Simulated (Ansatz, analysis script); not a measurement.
# Energy of spin spirals in MnS, part 2 of 2

Wanted: E(q) and the moments of MnS along a path through the zone.

Ansatz 0.2.0; PBEsol with U = 4 eV on Mn d (ortho-atomic projectors), PAW set soft_1 (files made for PBE).

So far. Step 3 (q = (0, 0, 0)): The largest moment is 4.49 μB, against 4.49 μB in the collinear run. Step 4 (q = (0, 0, 0.25)): The energy of the cell lies 35.6 meV below that at q = 0, and the largest moment is 4.44 μB against 4.49 μB.

The database entry behind the starting cell differs from later determinations by our own check (an axis about 0.2 % short against later determinations), so it need not match the best structure at ambient conditions.

### 5. q = (0.25, 0, 0.25)

Level of this step: Ansatz DFT, spin spiral by the generalised Bloch theorem, no spin-orbit coupling; PBEsol+U, PAW set soft_1; PAW set soft_1 (Ansatz).

The input, input.yaml:

```yaml
crystal:
  lattice:
    - [0.0, 2.6045, 2.6045]
    - [2.6045, 0.0, 2.6045]
    - [2.6045, 2.6045, 0.0]
  atoms:
    - { symbol: Mn, position: [0.0, 0.0, 0.0], spin: 4.49, spin_axis: [1.0, 0.0, 0.0] }
    - { symbol: S, position: [0.5, 0.5, 0.5] }
kpoints:
  mp_grid: { grid: [8, 8, 8] }
hamiltonian:
  xc: pbesol
  hubbard:
    projectors: ortho-atomic
    sites: [{ species: Mn, l: d, u_eff: 4.0 }]
  pseudopotentials: { kind: paw, azcp: { folder: soft_1 }, xc_functional: pbe }
scf:
  occupations: { method: fermi_dirac, width: 0.05 }
  max_iter: 120
  convergence: { dr2_threshold: 1.0e-08 }
basis:
  ecutwfc: 420.0
magnetization:
  noncollinear: true
  spin_spiral: { q: [0.25, 0.0, 0.25] }
checkpoint:
  read: start
```

Run with:

```
$ ansatz run input.yaml --threads 1 --pin off --max-ram 2560MiB --backend cpu --events-out ev --progress --plain --runs-dir out
```

Numbers of over 12 decimals in the logs are rounded to 6 here.

Output:

```text
[...]
Crystal: 2 atoms, lattice volume = 35.335 Å³
Basis set: ecut = 420 eV, 701 PW (Γ)
Bands: 30, of which v1, the nominal top of the filled ones, is band 21 counted from 1 (20 counted from 0)
Symmetry: 1 space group operations
k-points: 512
[...]
SCF iter   6: F=-4753.666436 eV  HF=-4753.666436 eV  |F-HF|=1.17e-8  |Δ(HF+E_count)|=   1.81e-6  Δρ=6.00e-6  dr2=1.82e-9  dr2_m=3.95e-9  ethr=4.76e-11  |M|=4.70e0 ∫|m|=4.85e0 μB  |m|>n=0.0e0 m-floor=0.0e0 τ_xc=1.4e-2 mc-row=0.0e0  ⟨swp⟩=4.5  Hψ=44790  notcnv=0
SCF 1 converged in 6 iterations: F = -4753.666436 eV  dr2 = 1.82e-9
[...]
SCF converged after 6 iterations
Magnetization: |M| = 4.7039 μB,  M = (+4.7039, -0.0000, -0.0000) μB
Absolute magnetization: 4.8546 μB (∫|m|, with the PAW one-centre terms)
  site 0: m = (+4.4527, -0.0000, -0.0000) μB, |m| = 4.4527 μB  (R = 1.07 Å)
  site 1: m = (+0.0603, +0.0000, -0.0000) μB, |m| = 0.0603 μB  (R = 1.07 Å)
Free energy (F): -4753.666436 eV
[...]
Internal energy: -4753.666436 eV  (E = F + TS)
E sigma→0 (E₀):  -4753.666436 eV
Entropy (-TS):   -0.000000 eV (-0.000 meV/atom)
Fermi energy:    10.546649 eV
[...]
```

Elapsed: 1.9 min, on 1 thread of Arm Neoverse V2, shared host; peak memory 1.5 GiB.

The energy of the cell lies 31.2 meV below that at q = 0, and the largest moment is 4.45 μB against 4.49 μB.

### 6. q = (0.5, 0.25, 0.5)

Edit input.yaml of step 5 so:

```diff
@@ -24,3 +24,3 @@
   noncollinear: true
-  spin_spiral: { q: [0.25, 0.0, 0.25] }
+  spin_spiral: { q: [0.5, 0.25, 0.5] }
 checkpoint:
```

Output:

```text
[...]
Crystal: 2 atoms, lattice volume = 35.335 Å³
Basis set: ecut = 420 eV, 701 PW (Γ)
Bands: 30, of which v1, the nominal top of the filled ones, is band 21 counted from 1 (20 counted from 0)
Symmetry: 1 space group operations
k-points: 512
[...]
SCF iter   6: F=-4753.674365 eV  HF=-4753.674365 eV  |F-HF|=7.62e-9  |Δ(HF+E_count)|=   2.60e-6  Δρ=5.26e-6  dr2=1.35e-9  dr2_m=3.52e-9  ethr=4.76e-11  |M|=4.38e0 ∫|m|=4.79e0 μB  |m|>n=0.0e0 m-floor=0.0e0 τ_xc=2.8e-2 mc-row=0.0e0  ⟨swp⟩=4.8  Hψ=47027  notcnv=0
SCF 1 converged in 6 iterations: F = -4753.674365 eV  dr2 = 1.35e-9
[...]
SCF converged after 6 iterations
Magnetization: |M| = 4.3837 μB,  M = (+4.3837, -0.0000, -0.0000) μB
Absolute magnetization: 4.7915 μB (∫|m|, with the PAW one-centre terms)
  site 0: m = (+4.4358, -0.0000, -0.0000) μB, |m| = 4.4358 μB  (R = 1.07 Å)
  site 1: m = (+0.0210, -0.0000, -0.0000) μB, |m| = 0.0210 μB  (R = 1.07 Å)
Free energy (F): -4753.674365 eV
[...]
Internal energy: -4753.674365 eV  (E = F + TS)
E sigma→0 (E₀):  -4753.674365 eV
Fermi energy:    10.640481 eV
[...]
```

Wall time 2.1 min (1 thread); peak memory 1.5 GiB.

The energy of the cell lies 39.1 meV below that at q = 0, and the largest moment is 4.44 μB against 4.49 μB.

### 7. q = (0.5, 0.5, 0.75)

Edit input.yaml of step 6 so:

```diff
@@ -24,3 +24,3 @@
   noncollinear: true
-  spin_spiral: { q: [0.5, 0.25, 0.5] }
+  spin_spiral: { q: [0.5, 0.5, 0.75] }
 checkpoint:
```

Output:

```text
[...]
Crystal: 2 atoms, lattice volume = 35.335 Å³
Basis set: ecut = 420 eV, 701 PW (Γ)
Bands: 30, of which v1, the nominal top of the filled ones, is band 21 counted from 1 (20 counted from 0)
Symmetry: 1 space group operations
k-points: 512
[...]
SCF iter   7: F=-4753.674365 eV  HF=-4753.674365 eV  |F-HF|=8.19e-10  |Δ(HF+E_count)|=   2.00e-8  Δρ=2.45e-6  dr2=2.11e-9  dr2_m=6.35e-10  ethr=4.76e-11  |M|=4.08e0 ∫|m|=4.79e0 μB  |m|>n=0.0e0 m-floor=0.0e0 τ_xc=3.0e-2 mc-row=0.0e0  ⟨swp⟩=3.1  Hψ=38233  notcnv=0
SCF 1 converged in 7 iterations: F = -4753.674365 eV  dr2 = 2.11e-9
[...]
SCF converged after 7 iterations
Magnetization: |M| = 4.0804 μB,  M = (+4.0804, -0.0000, +0.0000) μB
Absolute magnetization: 4.7915 μB (∫|m|, with the PAW one-centre terms)
  site 0: m = (+4.4358, +0.0000, +0.0000) μB, |m| = 4.4358 μB  (R = 1.07 Å)
  site 1: m = (-0.0210, +0.0000, +0.0000) μB, |m| = 0.0210 μB  (R = 1.07 Å)
Free energy (F): -4753.674365 eV
[...]
Internal energy: -4753.674365 eV  (E = F + TS)
E sigma→0 (E₀):  -4753.674365 eV
Fermi energy:    10.640445 eV
[...]
```

Wall time 2.3 min (1 thread); peak memory 1.5 GiB.

The energy of the cell lies 39.1 meV below that at q = 0, and the largest moment is 4.44 μB against 4.49 μB.

The other 5 runs of this kind were made alike; their results stand in the table below.

### 8. The spirals together

```csv
q (reciprocal lattice),path length (1/Å),E(q) − E(0) (meV a magnetic atom),|m| Mn no. 1 (μB)
"(0, 0, 0)",0.000,0.00,4.49
"(0.25, 0, 0.25)",0.603,-31.22,4.45
"(0.5, 0, 0.5)",1.206,-17.47,4.47
"(0.5, 0.25, 0.5)",1.729,-39.15,4.44
"(0.5, 0.25, 0.75)",2.251,-35.86,4.44
"(0.5, 0.5, 0.75)",2.773,-39.15,4.44
"(0.25, 0.25, 0.5)",3.295,-46.49,4.43
"(0, 0, 0.25)",3.818,-35.57,4.44
"(0, 0, 0)",4.340,0.00,4.49
"(0.25, 0.25, 0.25)",4.862,-35.57,4.44
"(0.5, 0.5, 0.5)",5.385,-53.64,4.41
```

### 9. Summary of results

```
lowest point of the path : q = (0.5, 0.5, 0.5), -53.6 meV a magnetic atom from q = 0
highest point            : 0 meV a magnetic atom
```

What this shows: The state at q = (0.5, 0.5, 0.5) lies 53.6 meV a magnetic atom below the ferromagnetic start, so that start is not the lowest state; a flat spiral with q made of halves, on one magnetic atom a cell, is a collinear order of a doubled cell. The moments change by at most 2 % from their size at q = 0, so they are well localised. No spin model is given, since the independent points are too few for the number of shells that the script fitted. The 10 spiral runs took 22 min of wall time, added up.

[Logs and program files are shortened in this print: banners, set-up blocks, solver, clock and traceback lines can be left out without a mark of their own.]

[Logs are printed without paths, hosts, clocks, repeated set-up lines and the standing remarks that a program may print on its own settings, such as how far it seeks lower states.]

[Hosts, paths, dates, database ids (printed as entryN), source tags and the programs' standing remarks are cut or masked in the printed files.]
